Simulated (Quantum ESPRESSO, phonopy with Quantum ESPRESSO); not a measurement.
# BAs (F-43m): a volume series of phonon spectra, part 6 of 8

Wanted: mode Grüneisen parameters of BAs and a free-energy fit over volumes.

Measurements to reproduce:
- volume expansion coefficient 11.55 1e-6/K near room temperature (given in “Basic Physical Properties of Cubic Boron Arsenide (three times its linear coefficient)”, 2019, arxiv:1911.11281)
- volume expansion coefficient 10.8 1e-6/K near room temperature (given in “Thermal expansion coefficients of high thermal conducting BAs and BP materials (three times its linear coefficient)”, 2019, arxiv:1906.04101)

Quantum ESPRESSO 7.5; DFT PBE, scalar-relativistic, plane waves, GBRV ultrasoft pseudopotentials.

So far. Step 5 (Zone-centre response): The Born charges sum to zero within 0.0038 e; the rest is removed before use. Acoustic frequencies in this log differ from zero by the error of the sum rule, which ph.x does not impose. Step 6 (Forces on a displaced cell): At this level the gap is 1.25 eV on the k-mesh of the self-consistent run, which can miss the band edges.

**8. Phonons, V/V0 1**

This step: DFT PBE, scalar-relativistic, plane waves, GBRV ultrasoft pseudopotentials (phonopy with Quantum ESPRESSO 4.10.0 / 7.5).

The job ended after 15 min (8 threads of Arm Neoverse V1, shared host; 2 h of CPU time).

Numbers from this step:

* point group: -43m
* highest frequency: 709.5 cm⁻¹
* Debye temperature from the second moment: 901 K
* lowest frequency on the path: 0 cm⁻¹
* zero-point energy: 0.1590 eV/cell
* Γ frequencies: 0, 0, 0, 680.3, 680.3, 680.3 cm⁻¹ (negative: imaginary)

Phonopy, LO-TO term from ph.x's tensors. Phonon branches along the path, in cm⁻¹:

| point | branch 1 | branch 2 | branch 3 | branch 4 | branch 5 | branch 6 |
| --- | --- | --- | --- | --- | --- | --- |
| Γ | 0 | 0 | 0 | 680 | 680 | 683 |
| halfway | 148 | 148 | 226 | 645 | 645 | 701 |
| X | 188 | 188 | 310 | 598 | 598 | 710 |
| halfway | 187 | 205 | 303 | 599 | 602 | 704 |
| U | 185 | 239 | 282 | 603 | 613 | 694 |
| jump to K | 185 | 239 | 282 | 603 | 613 | 694 |
| halfway | 132 | 167 | 231 | 652 | 658 | 684 |
| Γ | 0 | 0 | 0 | 680 | 680 | 683 |
| halfway | 110 | 110 | 218 | 664 | 664 | 686 |
| L | 138 | 138 | 301 | 648 | 648 | 682 |
| halfway | 173 | 211 | 284 | 621 | 634 | 684 |
| W | 210 | 246 | 266 | 597 | 619 | 687 |
| halfway | 199 | 209 | 296 | 598 | 607 | 700 |
| X | 188 | 188 | 310 | 598 | 598 | 710 |

The phonon branches as a text plot (rows in cm⁻¹):

```
    695 |********************************************************
    665 | ****                  ******  ********
    636 |     ****         *****                *********
    606 |         **********                          ***********
    576 |
    547 |
    517 |
    488 |
    458 |
    429 |
    399 |
    370 |
    340 |
    310 |          ******                       *****        ****
    281 |         *      **                    *     ****  **
    251 |       **        ******             **         ****
    222 |     **        **  **  *           *         **  ****
    192 |    *    **********  ** **                  * ***  *****
    163 |     ****          *****          *        ***
    133 |  ***                  *****    **  *******
    103 |                        ****      **
     74 | ***                      ***  ***
     44 | *                          *  *
     15 |*                            **
         Γ           X  U|K            Γ         L        W     X
```

Harmonic. Thermo, by row:

| T (K) | F_vib (meV/atom) | S (J/mol-atom/K) | C_V (J/mol-atom/K) |
| --- | --- | --- | --- |
| 0 | 79.52 | 0 | 0 |
| 50 | 79.45 | 0.578 | 1.846 |
| 100 | 78.49 | 3.382 | 6.602 |
| 150 | 75.87 | 6.741 | 10.06 |
| 200 | 71.51 | 10.04 | 12.97 |
| 250 | 65.48 | 13.21 | 15.4 |
| 300 | 57.85 | 16.2 | 17.33 |
| 350 | 48.73 | 18.98 | 18.81 |
| 400 | 38.21 | 21.57 | 19.93 |
| 450 | 26.41 | 23.97 | 20.8 |
| 500 | 13.4 | 26.2 | 21.47 |
| 550 | -0.72 | 28.27 | 22 |
| 600 | -15.88 | 30.2 | 22.42 |
| 650 | -32 | 32.01 | 22.76 |
| 700 | -49.04 | 33.71 | 23.04 |
| 750 | -66.92 | 35.31 | 23.27 |
| 800 | -85.61 | 36.81 | 23.46 |
| 850 | -105.1 | 38.24 | 23.62 |
| 900 | -125.2 | 39.59 | 23.75 |
| 950 | -146.1 | 40.88 | 23.87 |
| 1000 | -167.6 | 42.11 | 23.97 |

The modes has structure finer than the step of the table below, so its rows give means over 20 cm⁻¹, whole bins alone (the curve runs from -10 to 741 cm⁻¹). Peaks (cm⁻¹: height): As 183.6: 0.0248, 278.0: 0.0236; B 636.9: 0.0321, 688.8: 0.0468.

Phonopy on the run's constants, 21x21x21 mesh, Gaussian sigma 5.4 cm⁻¹. Modes against wavenumber; means over each step; values in 1/cm⁻¹/cell:

| wavenumber (cm⁻¹) | As | B |
| --- | --- | --- |
| 0 | 1.4e-5 | 0 |
| 20 | 8.1e-5 | 1.2e-5 |
| 40 | 3.4e-4 | 4.9e-5 |
| 60 | 7.3e-4 | 1.0e-4 |
| 80 | 0.00155 | 2.1e-4 |
| 100 | 0.00279 | 3.5e-4 |
| 120 | 0.00549 | 6.5e-4 |
| 140 | 0.0120 | 0.00130 |
| 160 | 0.0172 | 0.00168 |
| 180 | 0.0228 | 0.00190 |
| 200 | 0.0169 | 0.00118 |
| 220 | 0.0112 | 6.7e-4 |
| 240 | 0.00997 | 5.2e-4 |
| 260 | 0.0116 | 3.4e-4 |
| 280 | 0.0207 | 3.2e-4 |
| 300 | 0.00705 | 6.0e-5 |
| 320 | 2.9e-4 | 2.7e-7 |
| 340 | 0 | 0 |
| 360 | 0 | 0 |
| 380 | 0 | 0 |
| 400 | 0 | 0 |
| 420 | 0 | 0 |
| 440 | 0 | 0 |
| 460 | 0 | 0 |
| 480 | 0 | 0 |
| 500 | 0 | 0 |
| 520 | 0 | 0 |
| 540 | 0 | 0 |
| 560 | 0 | 0 |
| 580 | 2.3e-5 | 3.4e-4 |
| 600 | 8.7e-4 | 0.0146 |
| 620 | 0.00164 | 0.0285 |
| 640 | 0.00259 | 0.0306 |
| 660 | 0.00176 | 0.0159 |
| 680 | 0.00162 | 0.0289 |
| 700 | 8.3e-4 | 0.0209 |
| 720 | 1.8e-5 | 0.00103 |

No LO-TO term. The modes at Γ (shares of kinetic energy by element, %):

| mode | frequency (cm⁻¹) | symmetry | B % | As % |
| --- | --- | --- | --- | --- |
| 1 | 0.0 | T2 | 13 | 87 |
| 2 | 0.0 | T2 | 13 | 87 |
| 3 | 0.0 | T2 | 13 | 87 |
| 4 | 680.3 | T2 | 87 | 13 |
| 5 | 680.3 | T2 | 87 | 13 |
| 6 | 680.3 | T2 | 87 | 13 |

Displacements in mode 6 (680.3 cm⁻¹), the largest set to 1:
```
B1   0.00  1.00  0.04
As2  0.00 -0.14 -0.01
```

No mode is imaginary beyond numerical noise along the path.

The time given is that of the 2 pw.x runs on displaced cells behind this step.

The supercell is 8.3 Å across at its narrowest and was not tested against a larger one: only its own wavevectors are exact, and acoustic branches between them, with the entropy at low temperature, can be off.

**9. Self-consistent run, V/V0 1.015**

A tight ground state at this cell gives the energy of this member; its pressure is the stress at this cutoff, which can carry an offset from the finite basis.

This step: DFT PBE, scalar-relativistic, plane waves, GBRV ultrasoft pseudopotentials (Quantum ESPRESSO 7.5).

System of this step: BAs. It takes space group F-43m (No. 216, cubic). Conventional cell: a = 4.843 Å, b = 4.843 Å, c = 4.843 Å, α = 90.00°, β = 90.00°, γ = 90.00°. Nearest to B lie 4 As at 2.10 Å. As has 4 B at 2.10 Å nearest. Farther neighbours are not listed.

Input file scf.in:

```
&CONTROL
  calculation = 'scf'
  prefix      = 'x'
  outdir      = './tmp'
  pseudo_dir  = './pseudo'
  tprnfor     = .true.
  tstress     = .true.
/
&SYSTEM
  ibrav       = 0
  nat         = 2
  ntyp        = 2
  ecutwfc     = 40.0
  ecutrho     = 240.0
  occupations = 'fixed'
  nbnd        = 6
/
&ELECTRONS
  conv_thr         = 1.0d-12
  mixing_beta      = 0.7
  electron_maxstep = 100
/
ATOMIC_SPECIES
 B      10.8100  B.upf
 As     74.9216  As.upf
CELL_PARAMETERS angstrom
     0.000000000    2.421699275    2.421699275
     2.421699275    0.000000000    2.421699275
     2.421699275    2.421699275    0.000000000
ATOMIC_POSITIONS crystal
 B      0.000000000   0.000000000   0.000000000
 As     0.250000000   0.250000000   0.250000000
K_POINTS automatic
 12 12 12 0 0 0
```

On the command line:

```bash
> OMP_NUM_THREADS=1 mpirun -n 8 pw.x -nk 8 -in scf.in > scf.out
```

What it wrote:

```text
[banner, memory and clock lines left out]
Program PWSCF v.7.5

     Message from routine setup:
     using ibrav=0 with symmetry is DISCOURAGED, use correct ibrav instead

     G-vector sticks info

     bravais-lattice index     =            0
     lattice parameter (alat)  =       6.4719  a.u.
     unit-cell volume          =     191.6846 (a.u.)^3
     number of atoms/cell      =            2
     number of atomic types    =            2
     number of electrons       =         8.00
[...]
atom    2 type  2   force =     0.00000000    0.00000000    0.00000000

     Total force =     0.000000     Total SCF correction =     0.000000

     Computing stress (Cartesian axis) and pressure

          total   stress  (Ry/bohr**3)                   (kbar)     P=      -18.93
[...]
-0.00000000  -0.00012871   0.00000000           -0.00      -18.93        0.00
  -0.00000000   0.00000000  -0.00012871           -0.00        0.00      -18.93

     XML data file, charge density, pseudopotentials, collected wavefunctions
[key lines of the parts left out:]
!    total energy              =     -46.66700909 Ry
convergence has been achieved in  12 iterations
```

Wall time 2.8 s (8 MPI ranks); 22 s of CPU time.

At this level the gap is 1.23 eV on the k-mesh of the self-consistent run, which can miss the band edges.

**10. Zone-centre response**

In a polar crystal the Born charges and ε∞ give the long-range dipole term that a finite supercell misses. They are those of this k-mesh and were not tested on a denser one; where the gap is small they converge slowly, and the LO modes with them.

Input file ph.in:

```
phonons
&INPUTPH
  prefix = 'x'
  outdir = './tmp'
  fildyn = 'x.dyn'
  tr2_ph = 1.0d-18
  epsil  = .true.
/
0.000000000 0.000000000 0.000000000
```

scf.in is that of step 9.

On the command line:

```bash
> OMP_NUM_THREADS=1 mpirun -n 8 ph.x -nk 8 -in ph.in > ph.out
```

What it wrote:

```text
[banner, memory and clock lines left out]
Program PHONON v.7.5

     ./tmp/x.save/

     IMPORTANT: XC functional enforced from input :
     Exchange-correlation= PBE
                           (   1   4   3   4   0   0   0)
     Any further DFT definition will be discarded
     Please, verify this is what you really want

     G-vector sticks info

     Reading collected, re-writing distributed wavefunctions in ./tmp/

     Number and degeneracy of irreps per q-point
       N         xq(1)         xq(2)         xq(3)   N irreps
[...]
freq (    1) =       0.419325 [THz] =      13.987179 [cm-1]
     freq (    2) =       0.419325 [THz] =      13.987179 [cm-1]
     freq (    3) =       0.419325 [THz] =      13.987179 [cm-1]
     freq (    4) =      20.105063 [THz] =     670.632700 [cm-1]
     freq (    5) =      20.105063 [THz] =     670.632700 [cm-1]
     freq (    6) =      20.105063 [THz] =     670.632700 [cm-1]
 **************************************************************************

     Mode symmetry, T_d (-43m)  point group:

     freq (   1-   3) =         14.0  [cm-1]   --> T_2  G_15 P_4   I+R
     freq (   4-   6) =        670.6  [cm-1]   --> T_2  G_15 P_4   I+R
```

Wall time 28 s (8 MPI ranks); 3.7 min of CPU time.

The Born charges sum to zero within 0.0039 e; the rest is removed before use. Acoustic frequencies in this log differ from zero by the error of the sum rule, which ph.x does not impose.

**11. Forces on a displaced cell**

One atom (for the harmonic constants) or a pair of atoms (for the cubic ones) is moved by a few hundredths of an ångström; the forces on all atoms give a column of force constants. The threshold is tight because the forces are small.

System of this step: BAs. The cell holds 54 atoms: 27 B and 27 As. Its edges and angles: a = 10.274 Å, b = 10.274 Å, c = 10.274 Å, α = 60.0°, β = 60.0°, γ = 60.0°. It derives from BAs, repeated 3×3×3.

Input file disp-00001.in:

```
&CONTROL
  calculation = 'scf'
  prefix      = 'x'
  outdir      = './tmp'
  pseudo_dir  = './pseudo'
  tprnfor     = .true.
  disk_io     = 'none'
/
&SYSTEM
  ibrav       = 0
  nat         = 54
  ntyp        = 2
  ecutwfc     = 40.0
  ecutrho     = 240.0
  occupations = 'fixed'
  nbnd        = 110
/
&ELECTRONS
  conv_thr         = 1.0d-11
  mixing_beta      = 0.7
  electron_maxstep = 100
/
ATOMIC_SPECIES
 B      10.8100  B.upf
 As     74.9216  As.upf
CELL_PARAMETERS angstrom
     0.000000000    7.265097824    7.265097824
     7.265097824    0.000000000    7.265097824
     7.265097824    7.265097824    0.000000000
ATOMIC_POSITIONS crystal
 B      0.001946586   0.000000000   0.000000000
 B      0.333333333   0.000000000   0.000000000
 B      0.666666667   0.000000000   0.000000000
 B      0.000000000   0.333333333   0.000000000
 B      0.333333333   0.333333333   0.000000000
 B      0.666666667   0.333333333   0.000000000
 B      0.000000000   0.666666667   0.000000000
 B      0.333333333   0.666666667   0.000000000
 B      0.666666667   0.666666667   0.000000000
 B      0.000000000   0.000000000   0.333333333
 B      0.333333333   0.000000000   0.333333333
 B      0.666666667   0.000000000   0.333333333
 B      0.000000000   0.333333333   0.333333333
 B      0.333333333   0.333333333   0.333333333
 B      0.666666667   0.333333333   0.333333333
 B      0.000000000   0.666666667   0.333333333
 B      0.333333333   0.666666667   0.333333333
 B      0.666666667   0.666666667   0.333333333
 B      0.000000000   0.000000000   0.666666667
 B      0.333333333   0.000000000   0.666666667
 B      0.666666667   0.000000000   0.666666667
 B      0.000000000   0.333333333   0.666666667
 B      0.333333333   0.333333333   0.666666667
 B      0.666666667   0.333333333   0.666666667
 B      0.000000000   0.666666667   0.666666667
 B      0.333333333   0.666666667   0.666666667
 B      0.666666667   0.666666667   0.666666667
 As     0.083333333   0.083333333   0.083333333
 As     0.416666667   0.083333333   0.083333333
 As     0.750000000   0.083333333   0.083333333
 As     0.083333333   0.416666667   0.083333333
 As     0.416666667   0.416666667   0.083333333
 As     0.750000000   0.416666667   0.083333333
 As     0.083333333   0.750000000   0.083333333
 As     0.416666667   0.750000000   0.083333333
 As     0.750000000   0.750000000   0.083333333
 As     0.083333333   0.083333333   0.416666667
 As     0.416666667   0.083333333   0.416666667
 As     0.750000000   0.083333333   0.416666667
 As     0.083333333   0.416666667   0.416666667
 As     0.416666667   0.416666667   0.416666667
 As     0.750000000   0.416666667   0.416666667
 As     0.083333333   0.750000000   0.416666667
 As     0.416666667   0.750000000   0.416666667
 As     0.750000000   0.750000000   0.416666667
 As     0.083333333   0.083333333   0.750000000
 As     0.416666667   0.083333333   0.750000000
 As     0.750000000   0.083333333   0.750000000
 As     0.083333333   0.416666667   0.750000000
 As     0.416666667   0.416666667   0.750000000
 As     0.750000000   0.416666667   0.750000000
 As     0.083333333   0.750000000   0.750000000
 As     0.416666667   0.750000000   0.750000000
 As     0.750000000   0.750000000   0.750000000
K_POINTS automatic
 3 3 3 0 0 0
```

On the command line:

```bash
> OMP_NUM_THREADS=1 mpirun -n 4 pw.x -nk 4 -in disp-00001.in > disp-00001.out
```

What it wrote:

```text
[banner, memory and clock lines left out]
Program PWSCF v.7.5

     Message from routine setup:
     using ibrav=0 with symmetry is DISCOURAGED, use correct ibrav instead

     G-vector sticks info

     bravais-lattice index     =            0
     lattice parameter (alat)  =      19.4158  a.u.
     unit-cell volume          =    5175.4843 (a.u.)^3
     number of atoms/cell      =           54
     number of atomic types    =            2
     number of electrons       =       216.00
[...]
atom    1 type  1   force =    -0.00031078   -0.00846432   -0.00846432
     atom    2 type  1   force =     0.00019639    0.00026234    0.00026234
     atom    3 type  1   force =    -0.00019182    0.00024900    0.00024900
[...]
atom   53 type  2   force =     0.00007219   -0.00000568   -0.00000568
     atom   54 type  2   force =     0.00000009   -0.00002318   -0.00002318

     Total force =     0.014088     Total SCF correction =     0.000002
     Message from routine punch:
     Nothing written, as per user request (disk_io='none')
[key lines of the parts left out:]
!    total energy              =   -1260.00715452 Ry
convergence has been achieved in  18 iterations
```

Elapsed: 16 min, on 4 MPI ranks; 65 min of CPU time.

**12. Lattice dynamics at this volume, V/V0 1.015**

This step: DFT PBE, scalar-relativistic, plane waves, GBRV ultrasoft pseudopotentials (phonopy with Quantum ESPRESSO 4.10.0 / 7.5).

Elapsed: 16 min, on 8 threads; 2.2 h of CPU time.

Phonopy, LO-TO term from ph.x's tensors. Phonon branches along the path, in cm⁻¹:

| point | branch 1 | branch 2 | branch 3 | branch 4 | branch 5 | branch 6 |
| --- | --- | --- | --- | --- | --- | --- |
| Γ | 0 | 0 | 0 | 670 | 670 | 672 |
| halfway | 148 | 148 | 222 | 634 | 634 | 690 |
| X | 187 | 187 | 306 | 584 | 584 | 698 |
| halfway | 187 | 204 | 298 | 585 | 588 | 693 |
| U | 184 | 236 | 278 | 590 | 600 | 681 |
| jump to K | 184 | 236 | 278 | 590 | 600 | 681 |
| halfway | 132 | 165 | 227 | 641 | 647 | 673 |
| Γ | 0 | 0 | 0 | 670 | 670 | 672 |
| halfway | 110 | 110 | 214 | 653 | 653 | 675 |
| L | 138 | 138 | 296 | 636 | 636 | 670 |
| halfway | 172 | 209 | 280 | 609 | 623 | 671 |
| W | 208 | 244 | 261 | 583 | 608 | 674 |
| halfway | 198 | 208 | 292 | 584 | 594 | 688 |
| X | 187 | 187 | 306 | 584 | 584 | 698 |

The phonon branches as a text plot (rows in cm⁻¹):

```
    683 |********************************************************
    654 | ****                  ******  ********
    625 |     ****         *****                *********
    596 |         **********                          ***********
    567 |
    538 |
    509 |
    480 |
    451 |
    422 |
    393 |
    364 |
    334 |
    305 |          ******                        ****        ****
    276 |         *      **                    **    ****  **
    247 |       **        ******             **         ****
    218 |     **       ***  **  *           *         ** *****
    189 |    *    **********  ** **                  * **    ****
    160 |     ****          *****          *        ***
    131 |  ***                  *****    **  *******
    102 |                        ****      **
     73 | ***                      ***  ***
     44 | *                          *  *
     15 |*                            **
         Γ           X  U|K            Γ         L        W     X
```

No mode is imaginary beyond numerical noise along the path. The highest zone-centre mode (no LO–TO term) moved by -1.5 % for a volume change of +1.5 %.

The time given is that of the 2 pw.x runs on displaced cells behind this step.

**13. Self-consistent run, V/V0 0.985**

A tight ground state at this cell gives the energy of this member; its pressure is the stress at this cutoff, which can carry an offset from the finite basis.

This step: DFT PBE, scalar-relativistic, plane waves, GBRV ultrasoft pseudopotentials (Quantum ESPRESSO 7.5).

System of this step: BAs. The structure is cubic, space group F-43m (No. 216). The conventional cell has a = 4.795 Å, b = 4.795 Å, c = 4.795 Å, α = 90.00°, β = 90.00°, γ = 90.00°. Nearest to B lie 4 As at 2.08 Å. Nearest to As lie 4 B at 2.08 Å. Farther neighbours are not listed.

scf.in: that of step 10 with these lines changed.

```diff
@@ -26,5 +26,5 @@
 CELL_PARAMETERS angstrom
-     0.000000000    2.421699275    2.421699275
-     2.421699275    0.000000000    2.421699275
-     2.421699275    2.421699275    0.000000000
+     0.000000000    2.397601166    2.397601166
+     2.397601166    0.000000000    2.397601166
+     2.397601166    2.397601166    0.000000000
 ATOMIC_POSITIONS crystal
```

On the command line:

```bash
> OMP_NUM_THREADS=1 mpirun -n 8 pw.x -nk 8 -in scf.in > scf.out
```

What it wrote:

```text
[banner, memory and clock lines left out]
Program PWSCF v.7.5

     Message from routine setup:
     using ibrav=0 with symmetry is DISCOURAGED, use correct ibrav instead

     G-vector sticks info

     bravais-lattice index     =            0
     lattice parameter (alat)  =       6.4075  a.u.
     unit-cell volume          =     186.0190 (a.u.)^3
     number of atoms/cell      =            2
     number of atomic types    =            2
     number of electrons       =         8.00
[...]
atom    2 type  2   force =     0.00000000   -0.00000000   -0.00000000

     Total force =     0.000000     Total SCF correction =     0.000000

     Computing stress (Cartesian axis) and pressure

          total   stress  (Ry/bohr**3)                   (kbar)     P=       20.67
[...]
0.00000000   0.00014053   0.00000000            0.00       20.67        0.00
   0.00000000   0.00000000   0.00014053            0.00        0.00       20.67

     XML data file, charge density, pseudopotentials, collected wavefunctions
[key lines of the parts left out:]
!    total energy              =     -46.66697685 Ry
convergence has been achieved in  12 iterations
```

It took 2.2 s on 8 MPI ranks; 17 s of CPU time.

The run ends at a pressure of 2.07 GPa.

**14. Zone-centre response**

In a polar crystal the Born charges and ε∞ give the long-range dipole term that a finite supercell misses. They are those of this k-mesh and were not tested on a denser one; where the gap is small they converge slowly, and the LO modes with them.

ph.in is that of step 10.

scf.in is that of step 13.

On the command line:

```bash
> OMP_NUM_THREADS=1 mpirun -n 8 ph.x -nk 8 -in ph.in > ph.out
```

What it wrote:

```text
[banner, memory and clock lines left out]
Program PHONON v.7.5

     ./tmp/x.save/

     IMPORTANT: XC functional enforced from input :
     Exchange-correlation= PBE
                           (   1   4   3   4   0   0   0)
     Any further DFT definition will be discarded
     Please, verify this is what you really want

     G-vector sticks info

     Reading collected, re-writing distributed wavefunctions in ./tmp/

     Number and degeneracy of irreps per q-point
       N         xq(1)         xq(2)         xq(3)   N irreps
[...]
freq (    1) =       0.356076 [THz] =      11.877403 [cm-1]
     freq (    2) =       0.356076 [THz] =      11.877403 [cm-1]
     freq (    3) =       0.356076 [THz] =      11.877403 [cm-1]
     freq (    4) =      20.714292 [THz] =     690.954418 [cm-1]
     freq (    5) =      20.714292 [THz] =     690.954418 [cm-1]
     freq (    6) =      20.714292 [THz] =     690.954418 [cm-1]
 **************************************************************************

     Mode symmetry, T_d (-43m)  point group:

     freq (   1-   3) =         11.9  [cm-1]   --> T_2  G_15 P_4   I+R
     freq (   4-   6) =        691.0  [cm-1]   --> T_2  G_15 P_4   I+R
```

Wall time 19 s (8 MPI ranks); 2.6 min of CPU time.

The Born charges sum to zero within 0.0037 e; the rest is removed before use. Acoustic frequencies in this log differ from zero by the error of the sum rule, which ph.x does not impose.

(Part 6 of 8 ends here.)

[Logs are printed without paths, hosts, clocks, repeated set-up lines and the standing remarks that a program may print on its own settings, such as how far it seeks lower states.]

[Hosts, paths, dates, database ids (printed as entryN), source tags and the programs' standing remarks are cut or masked in the printed files.]

[A step with changed settings may run another functional than the one named; its input shows which.]

[Of the runs on displaced cells, only some may be shown.]
